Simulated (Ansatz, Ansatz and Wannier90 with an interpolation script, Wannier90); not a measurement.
Rows from a G0W0 calculation on GaN (P6_3mc) (Ansatz 0.2.0; G0W0 on LDA, plane waves, PAW; 9×9×4 mesh, 188 empty bands, screening to 150 eV), in eV. Spin-orbit coupling is left out.

The database entry behind the starting cell differs from later determinations by our own check (about 0.3 % short, ideal inner coordinate), so it need not match the best structure at ambient conditions.

```
row  k  band   start       Σx  Σc at the solution      Vxc
  A  Γ    v6   2.255  -20.275               4.658  -14.951
  B  Γ    v4   8.407  -22.892               3.120  -19.198
  C  Γ    v1   9.482  -23.830               2.864  -20.483
  D  Γ    c1  11.454  -11.717              -3.728  -16.155
  E  Γ    c2  13.677  -10.374              -4.524  -15.838
  F  Γ    v3   9.419  -23.732               2.878  -20.367
```

Question: Work out each quasiparticle level and how far it moved.

The quasiparticle equation reads E = start + Σx + Σc(E) − Vxc.

```csv
row,E (eV),shift (eV)
A,1.589,−0.666
B,7.833,−0.574
C,9.000,−0.482
D,12.165,+0.711
E,14.618,+0.941
F,8.933,−0.486
```

Limits: not at the basis limit; no spin-orbit coupling.

[Paths, hosts, dates, memory and timing lines, banners, echoed tables and standing remarks are left out of the program output.]

[Logs are printed without paths, hosts, clocks, repeated set-up lines and the standing remarks that a program may print on its own settings, such as how far it seeks lower states.]

[Runs of the session that timed out or met a known fault of the program may be left out.]

[Hosts, paths, dates, database ids (printed as entryN), source tags and the programs' standing remarks are cut or masked in the printed files.]
